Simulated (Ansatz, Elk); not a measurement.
# Bonding as seen by X-rays: LuBeSi2

The structure of LuBeSi2 used here is made up (a known structure type with other elements) and was relaxed beforehand with PBEsol. The aim is the Fourier transform of its all-electron density, F(hkl), set beside the sum over free spherical atoms that refinements use.

Method: DFT, PBE, all-electron APW+lo, Dirac cores, scalar-relativistic bands, static density, no spin, in Elk 11.2.3 (patched build).

The structure was built from a prototype and need not be the compound's stable phase.

### Step 1. The structure

Symmetry: Cmcm, No. 63, orthorhombic system. Conventional cell: a = 3.777 Å, b = 15.811 Å, c = 4.016 Å, α = 90.00°, β = 90.00°, γ = 90.00°. Nearest to Lu lie 10 Si at 2.92 to 3.09 Å and 4 Be at 2.97 Å. Si has 4 Be at 2.26 to 2.32 Å and 4 Si at 2.76 Å and 4 Lu at 2.96 to 3.09 Å nearest. Si has 1 Be at 2.17 Å and 2 Si at 2.33 Å and 6 Lu at 2.92 to 2.95 Å nearest. Nearest to Be lie 5 Si at 2.17 to 2.32 Å and 4 Lu at 2.97 Å. Farther neighbours are not listed.

### Step 2. Ground state and structure factors

An all-electron density is needed, since X-rays see the cores too. Task 0 finds the density and task 195 Fourier-transforms it; tshift is off so that phases refer to the origin typed.

File elk.in:

```
tasks
  0
  195

xctype
  20

spinpol
  .false.

rgkmax
  7.0

gmaxvr
  14.0

lmaxo
  7

lmaxapw
  8

swidth
  0.002

tshift
  .false.

ramdisk
  .false.

hmaxvr
  5.5

maxscl
  120

epspot
  1e-06

sppath
  './'

avec
  3.56888739995 -14.93909700248 0.00000000000
  3.56888739995 14.93909700248 0.00000000000
  0.00000000000 0.00000000000 7.58999923703

atoms
  3
  'Lu.in'
  2
  0.1037123994 0.8962876006 0.7500000000   0.000000 0.000000 0.000000
  0.8962876006 0.1037123994 0.2500000000   0.000000 0.000000 0.000000
  'Si.in'
  4
  0.2522735979 0.7477264021 0.2500000000   0.000000 0.000000 0.000000
  0.7477264021 0.2522735979 0.7500000000   0.000000 0.000000 0.000000
  0.4628256083 0.5371743917 0.7500000000   0.000000 0.000000 0.000000
  0.5371743917 0.4628256083 0.2500000000   0.000000 0.000000 0.000000
  'Be.in'
  2
  0.6741255513 0.3258744487 0.2500000000   0.000000 0.000000 0.000000
  0.3258744487 0.6741255513 0.7500000000   0.000000 0.000000 0.000000

ngridk
  6 6 6
```

Launch:

```
$ OMP_NUM_THREADS=4 elk
```

Numbers of over 12 decimals in the logs are rounded to 6 here.

What it wrote:

```text
┌─────────────────────────┐
│ Elk code version 11.2.3 │
└─────────────────────────┘

All units are atomic (Hartree, Bohr, etc.)

┌─────────────────────────────────────────────────┐
│ Ground-state run starting from atomic densities │
└─────────────────────────────────────────────────┘

Lattice vectors :
   3.568887400      -14.93909700       0.000000000
   3.568887400       14.93909700       0.000000000
   0.000000000       0.000000000       7.589999237

Reciprocal lattice vectors :
  0.8802722814     -0.2102933432       0.000000000
  0.8802722814      0.2102933432      -0.000000000
  -0.000000000       0.000000000      0.8278242344

Unit cell volume      :    809.3361164
Brillouin zone volume :   0.3064860302

Muffin-tin inner radius fraction :   0.1000000000E-01

Nuclei treated as point charges

Species : 1 (Lu)
 parameters loaded from : Lu.in
 name : lutetium
 nuclear charge    :   -71.00000000
 electronic charge :    71.00000000
 atomic mass :    318945.3298
 muffin-tin radius :    2.800000000
 number of radial points in muffin-tin :   1393
 inner part over the whole radius :   0.9962478555E-02
 number on inner part of muffin-tin    :    999
 approximate nuclear radius :   0.9954169502E-04
 number of mesh points to nuclear radius :    517
 atomic positions (lattice), magnetic fields (Cartesian) :
  1 :   0.10371240 -0.10371240 -0.25000000    0.00000000  0.00000000  0.00000000
  2 :  -0.10371240  0.10371240  0.25000000    0.00000000  0.00000000  0.00000000

Species : 2 (Si)
 parameters loaded from : Si.in
 name : silicon
 nuclear charge    :   -14.00000000
 electronic charge :    14.00000000
 atomic mass :    51196.73458
 muffin-tin radius :    2.173674193
 number of radial points in muffin-tin :    793
 inner part over the whole radius :   0.9935812205E-02
 number on inner part of muffin-tin    :    553
 approximate nuclear radius :   0.5963282101E-04
 number of mesh points to nuclear radius :    246
 atomic positions (lattice), magnetic fields (Cartesian) :
  1 :   0.25227360 -0.25227360  0.25000000    0.00000000  0.00000000  0.00000000
  2 :  -0.25227360  0.25227360 -0.25000000    0.00000000  0.00000000  0.00000000
  3 :   0.46282561 -0.46282561 -0.25000000    0.00000000  0.00000000  0.00000000
  4 :  -0.46282561  0.46282561  0.25000000    0.00000000  0.00000000  0.00000000

Species : 3 (Be)
 parameters loaded from : Be.in
 name : beryllium
 nuclear charge    :   -4.000000000
 electronic charge :    4.000000000
 atomic mass :    16428.20280
 muffin-tin radius :    1.800000000
 number of radial points in muffin-tin :    593
 inner part over the whole radius :   0.9826427374E-02
 number on inner part of muffin-tin    :    403
 approximate nuclear radius :   0.4290726161E-04
 number of mesh points to nuclear radius :    156
 atomic positions (lattice), magnetic fields (Cartesian) :
  1 :  -0.32587445  0.32587445  0.25000000    0.00000000  0.00000000  0.00000000
  2 :   0.32587445 -0.32587445 -0.25000000    0.00000000  0.00000000  0.00000000

Total number of atoms per unit cell :    8
Total muffin-tin volume :    404.8433086
 ratio of muffin-tin to unit cell volume :   0.5002165360

Spin treatment :
 spin-unpolarised

Number of Bravais lattice symmetries :    8
Number of crystal symmetries         :    8
Crystal has inversion symmetry
Real symmetric eigensolver will be used

k-point grid :      6     6     6
k-point offset :    0.000000000       0.000000000       0.000000000
k-point set is reduced with full crystal symmetry group
Total number of k-points :       52

Muffin-tin radius times maximum |G+k| :    7.000000000
 using average radius
Maximum |G+k| for APW functions       :    3.129418772
Maximum (1/2)|G+k|²                   :    4.896630926
Maximum |G| for potential and density :    14.00000000
Constant for pseudocharge density :   10
 order of it for each species :   17  17  17
 order of it for pair densities of each species (exact exchange by exxq0 0: 18) :   15   9   5
Radial integration step length :    1

[...]
electron entropic           :    -0.96940395053988E-03
 total energy                :     -30360.337677392

Density of states at Fermi energy :    71.82260320
 (states/Hartree/unit cell)

Estimated indirect band gap :   0.2478337166E-02
 from k-point 27 to k-point 15
Estimated direct band gap   :   0.1106665172E-01
 at k-point 7

Charges :
 core                        :    136.0000000
 valence                     :    70.00000000
 interstitial                :    12.48517640
 muffin-tins (core leakage)
  species : 1 (Lu)
[...]
species : 2 (Si)
[...]
species : 3 (Be)
[...]
total in muffin-tins        :    193.5148236
 total calculated charge     :    205.9908894
 total charge                :    206.0000000
 error                       :   0.9110569429E-02

RMS change in Kohn-Sham potential (target) :    3.303796762     (  0.1000000000E-05)
Absolute change in total energy (target)   :    7.013422053     (  0.1000000000E-03)

[... loops 3 to 16 left out ...]

┌──────────────────┐
│ Loop number : 17 │
└──────────────────┘

Energies :
 Fermi                       :     0.343735
 sum of occupied eigenvalues :     -18461.600274788
 electron kinetic            :      33702.419594988
 core electron kinetic       :      32695.044215333
 Coulomb                     :     -63360.296872078
 Coulomb potential           :     -51257.494797629
 nuclear-nuclear             :     -2503.6481763198
 electron-nuclear            :     -70497.649632879
 Hartree                     :      9641.0009371207
 Madelung                    :     -37731.549473264
 xc potential                :     -906.52507214659
 exchange                    :     -683.15660876921
 correlation                 :     -11.045773988757
 electron entropic           :    -0.87815594521090E-03
 total energy                :     -30352.080538004

Density of states at Fermi energy :    64.25852799
 (states/Hartree/unit cell)

Estimated indirect band gap :   0.1613943683E-02
 from k-point 39 to k-point 15
Estimated direct band gap   :   0.2805319962E-02
 at k-point 39

Charges :
 core                        :    136.0000000
 valence                     :    70.00000000
 interstitial                :    12.31426223
 muffin-tins (core leakage)
  species : 1 (Lu)
[...]
species : 2 (Si)
[...]
species : 3 (Be)
[...]
total in muffin-tins        :    193.6857378
 total calculated charge     :    205.9910759
 total charge                :    206.0000000
 error                       :   0.8924065650E-02

RMS change in Kohn-Sham potential (target) :   0.3106408058E-06 (  0.1000000000E-05)
Absolute change in total energy (target)   :   0.6960544852E-06 (  0.1000000000E-03)

Convergence targets achieved

┌──────────────────┐
│ Loop number : 18 │
└──────────────────┘

Energies :
 Fermi                       :     0.343735
 sum of occupied eigenvalues :     -18461.600282544
 electron kinetic            :      33702.419599588
 core electron kinetic       :      32695.044213339
 Coulomb                     :     -63360.296884554
 Coulomb potential           :     -51257.494807454
 nuclear-nuclear             :     -2503.6481763198
 electron-nuclear            :     -70497.649647782
 Hartree                     :      9641.0009395486
 Madelung                    :     -37731.549480827
 xc potential                :     -906.52507467791
 exchange                    :     -683.15660937267
 correlation                 :     -11.045773987284
 electron entropic           :    -0.87815706183033E-03
 total energy                :     -30352.080546483

Density of states at Fermi energy :    64.25863591
 (states/Hartree/unit cell)

Estimated indirect band gap :   0.1613967527E-02
 from k-point 39 to k-point 15
Estimated direct band gap   :   0.2805322751E-02
 at k-point 39

Charges :
 core                        :    136.0000000
 valence                     :    70.00000000
 interstitial                :    12.31426217
 muffin-tins (core leakage)
  species : 1 (Lu)
[...]
species : 2 (Si)
[...]
atom 4                    :    12.30533661     (  0.1572042802E-02)
  species : 3 (Be)
   atom 1                    :    2.913710031     (  0.1180356100E-02)
   atom 2                    :    2.913710031     (  0.1180356100E-02)
 total in muffin-tins        :    193.6857378
 total calculated charge     :    205.9910759
 total charge                :    206.0000000
 error                       :   0.8924065240E-02

┌──────────────────────────────┐
│ Self-consistent loop stopped │
└──────────────────────────────┘

Warning : core states of species 2 leak from the muffin-tin :   0.1572042802E-02

Warning : core states of species 3 leak from the muffin-tin :   0.1180356100E-02

Wrote STATE.OUT
```

It took 52 s on 4 threads of INTEL XEON PLATINUM 8581C at 2.30GHz (Emerald Rapids), shared host; peak memory 0.32 GiB; 2.8 min of CPU time.

SFACRHO.OUT:

```text

h k l indices transformed by vhmat matrix:
   1.000000000       0.000000000       0.000000000    
   0.000000000       1.000000000       0.000000000    
   0.000000000       0.000000000       1.000000000    

      h      k      l  multipl.   |H|            Re(F)            Im(F)           |F|

      0      0      0      1   0.0000000       206.00000     -0.35399634E-16   206.00000    
      1     -1      0      2  0.42058669       29.541160      0.49139103E-14   29.541160    
      0      0      1      2  0.82782423     -0.27202682E-13  -0.0000000      0.27202682E-13
     -2      2      0      2  0.84117337      -77.133268      0.73708654E-14   77.133268    
      1      0      0      4  0.90504286       77.481007      0.35099359E-15   77.481007    
     -1      1      1      2  0.92853978      -109.71806      0.42119231E-14   109.71806    
      1     -1      1      2  0.92853978       109.71806      0.42119231E-14   109.71806    
      1     -2      0      4   1.0830000      -57.021832     -0.32466907E-14   57.021832    
     -2      2      1      2   1.1801973      -49.625666     -0.17549680E-14   49.625666    
     -2      2     -1      2   1.1801973       49.625666      0.16672196E-14   49.625666    
      0      1     -1      4   1.2265380       62.677036      0.52649039E-15   62.677036    
      0     -1     -1      4   1.2265380      -62.677036      0.70198718E-15   62.677036    
      3     -3      0      2   1.2617601      -99.151494     -0.61423878E-14   99.151494    
      1     -2      1      4   1.3631514       141.45627      -0.0000000       141.45627    
      1     -2     -1      4   1.3631514      -141.45627      0.24569551E-14   141.45627    
     -2      3      0      4   1.3712992      -130.01418     -0.47384135E-14   130.01418    
     -3      3      1      2   1.5090830       98.380359      0.21059615E-14   98.380359    
     -3      3     -1      2   1.5090830      -98.380359     -0.14039744E-14   98.380359
```

Elk indexes on the primitive cell of elk.in and gives |H| = 4π sin θ/λ in inverse bohr. Below, one row stands for each form hkl of the conventional cell (m members, Friedel mates merged), F is for one primitive cell and the density is static (no thermal factor). Free-atom factors are Waasmaier and Kirfel's, and R is Σm||F|−|F'||/Σm|F|.

```csv
hkl,m,sin θ/λ (Å⁻¹),"abs F, DFT",neutral atoms,diff.
020,2,0.063,29.541,29.590,-0.049
001,2,0.124,0.000,0.000,+0.000
040,2,0.127,77.133,77.410,-0.277
110,4,0.136,77.481,78.014,-0.533
021,4,0.140,109.718,110.222,-0.504
130,4,0.163,57.022,57.367,-0.345
041,4,0.177,49.626,49.562,+0.064
111,8,0.184,62.677,62.672,+0.005
060,2,0.190,99.151,99.691,-0.539
131,8,0.205,141.456,141.758,-0.302
150,4,0.206,130.014,130.202,-0.188
061,4,0.227,98.380,98.642,-0.262
151,8,0.241,17.452,17.440,+0.012
002,2,0.249,152.346,152.727,-0.381
080,2,0.253,63.398,63.764,-0.366
022,4,0.257,25.632,25.774,-0.143
170,4,0.258,14.648,14.716,-0.069
200,2,0.265,148.961,149.610,-0.649
```

### Step 3. The highest occupied states alone

An energy window below the Fermi level keeps the highest occupied states, to see at which angles they scatter; shallow core shells can lie inside it and anion s states outside. No new self-consistency is needed.

elk.in: that of step 2 with these lines changed.

```diff
@@ -1,3 +1,2 @@
 tasks
-  0
   195
@@ -40,2 +39,5 @@
 
+wsfac
+  -0.207500 0.643730
+
 sppath
```

Launch:

```
$ OMP_NUM_THREADS=4 elk
```

What it wrote:

```text
┌─────────────────────────────────┐
│ Elk code version 11.2.3 started │
└─────────────────────────────────┘

Info(readinput): the functional depends on the density's gradient
 muffin-tin radial points multiplied by    2.00000
 (not where nrmtscf is given)

┌────────────────────┐
│ Current task : 195 │
└────────────────────┘
Info(checkmt): changed muffin-tin radius of species 2 (Si) from   2.2000 to   2.1737

Info(sfacrho): density structure factors written to SFACRHO.OUT

 Energy window :  -0.2075000000      0.6437300000

┌──────────────────┐
│ Elk code stopped │
└──────────────────┘
```

The job ended after 9.9 s (4 threads; peak memory 0.24 GiB; 14 s of CPU time).

States within 15 eV below the Fermi level hold 54.00 electrons; any levels below the window count with the cores. Their amplitudes can exceed the total, where window and core parts have opposite phase:

```csv
hkl,sin θ/λ (Å⁻¹),"abs F, window","abs F, all"
020,0.063,5.771,29.541
001,0.124,0.000,0.000
040,0.127,18.062,77.133
110,0.136,16.956,77.481
021,0.140,22.633,109.718
130,0.163,9.674,57.022
041,0.177,11.776,49.626
111,0.184,14.059,62.677
060,0.190,17.187,99.151
131,0.205,22.637,141.456
```

### Step 4. Another functional

The difference from free atoms is small, so it is set against the change that LDA (Perdew-Wang) makes.

elk.in: that of step 3 with these lines changed.

```diff
@@ -1,2 +1,3 @@
 tasks
+  0
   195
@@ -4,3 +5,3 @@
 xctype
-  20
+  3
 
@@ -39,5 +40,2 @@
 
-wsfac
-  -0.207500 0.643730
-
 sppath
```

Launch:

```
$ OMP_NUM_THREADS=4 elk
```

What it wrote:

```text
┌─────────────────────────┐
│ Elk code version 11.2.3 │
└─────────────────────────┘

All units are atomic (Hartree, Bohr, etc.)

┌─────────────────────────────────────────────────┐
│ Ground-state run starting from atomic densities │
└─────────────────────────────────────────────────┘

Lattice vectors :
   3.568887400      -14.93909700       0.000000000
   3.568887400       14.93909700       0.000000000
   0.000000000       0.000000000       7.589999237

Reciprocal lattice vectors :
  0.8802722814     -0.2102933432       0.000000000
[...]
species : 3 (Be)
   atom 1                    :    2.916750716     (  0.1284799954E-02)
   atom 2                    :    2.916750716     (  0.1284799954E-02)
 total in muffin-tins        :    193.8140661
 total calculated charge     :    205.9907497
 total charge                :    206.0000000
 error                       :   0.9250260259E-02

┌──────────────────────────────┐
│ Self-consistent loop stopped │
└──────────────────────────────┘

Warning : core states of species 2 leak from the muffin-tin :   0.1602721746E-02

Warning : core states of species 3 leak from the muffin-tin :   0.1284799954E-02

Wrote STATE.OUT
[key lines of the parts left out:]
total energy                :     -30330.133406613
```

Elapsed: 35 s, on 4 threads; peak memory 0.24 GiB; 1.9 min of CPU time.

Against the first run R = 0.04 %; the largest change is -0.079 at 400.

### Step 5. Basis size

A smaller basis shows how fast F responds to it; the change is likely larger than the basis error of the first run, but doesn't show convergence.

elk.in: that of step 4 with these lines changed.

```diff
@@ -5,3 +5,3 @@
 xctype
-  3
+  20
 
@@ -11,3 +11,3 @@
 rgkmax
-  7.0
+  5.5
```

Launch:

```
$ OMP_NUM_THREADS=4 elk
```

What it wrote:

```text
┌─────────────────────────┐
│ Elk code version 11.2.3 │
└─────────────────────────┘

All units are atomic (Hartree, Bohr, etc.)

┌─────────────────────────────────────────────────┐
│ Ground-state run starting from atomic densities │
└─────────────────────────────────────────────────┘

Lattice vectors :
   3.568887400      -14.93909700       0.000000000
   3.568887400       14.93909700       0.000000000
   0.000000000       0.000000000       7.589999237

Reciprocal lattice vectors :
  0.8802722814     -0.2102933432       0.000000000
[...]
species : 3 (Be)
   atom 1                    :    2.900941728     (  0.1176741617E-02)
   atom 2                    :    2.900941728     (  0.1176741617E-02)
 total in muffin-tins        :    193.6000657
 total calculated charge     :    205.9909779
 total charge                :    206.0000000
 error                       :   0.9022100416E-02

┌──────────────────────────────┐
│ Self-consistent loop stopped │
└──────────────────────────────┘

Warning : core states of species 2 leak from the muffin-tin :   0.1569794860E-02

Warning : core states of species 3 leak from the muffin-tin :   0.1176741617E-02

Wrote STATE.OUT
[key lines of the parts left out:]
total energy                :     -30352.046399174
```

It took 43 s on 4 threads; peak memory 0.3 GiB.

Against the first run R = 0.01 %; the largest change is +0.039 at 171.

### Step 6. Settings against the effect

```csv
run,R against the first run (%),"R against neutral atoms, low angle (%)",wall time
"PBE, rgkmax 7",0.00,0.27,52 s
LDA (Perdew-Wang),0.04,0.27,35 s
rgkmax 5.5,0.01,0.27,43 s
```

### Step 7. Summary of results

```
R against neutral atoms, sin θ/λ < 0.3 Å⁻¹ : 0.27 %
R against neutral atoms, 0.3 to 0.59 Å⁻¹   : 0.26 %
```

In words: Independent neutral atoms miss the calculated amplitudes by R = 0.27 % below 0.3 Å⁻¹ and 0.26 % from there to 0.59 Å⁻¹; by shells, 0.50 % below 0.15 Å⁻¹ (4 forms), 0.24 % 0.15 to 0.3 (21 forms), 0.25 % 0.3 to 0.45 (42 forms), 0.27 % above 0.45 (77 forms). Bonding, aspherical density and the tables' own atoms all enter these figures, and the runs don't part them. The largest change of an amplitude is -0.65 electrons, at 200. The window's part falls from 54.0 electrons at the origin to at most 12.11 between 0.45 and 0.59 Å⁻¹, where compact states inside the window still scatter. Below 0.3 Å⁻¹ the changes that finished (LDA (Perdew-Wang) and rgkmax 5.5) move F by R = 0.02 % at most, against the 0.27 % that separates it from free atoms. The k-mesh has no finished test. Spin-orbit coupling is left out, which can matter for elements this heavy. Part of the difference isn't bonding: the tables are fits to free atoms and ions calculated by other methods than this functional. Thermal motion, anomalous dispersion and extinction are left out.

[Logs are printed without paths, hosts, clocks, repeated set-up lines and the standing remarks that a program may print on its own settings, such as how far it seeks lower states.]

[Hosts, paths, dates, database ids (printed as entryN), source tags and the programs' standing remarks are cut or masked in the printed files.]
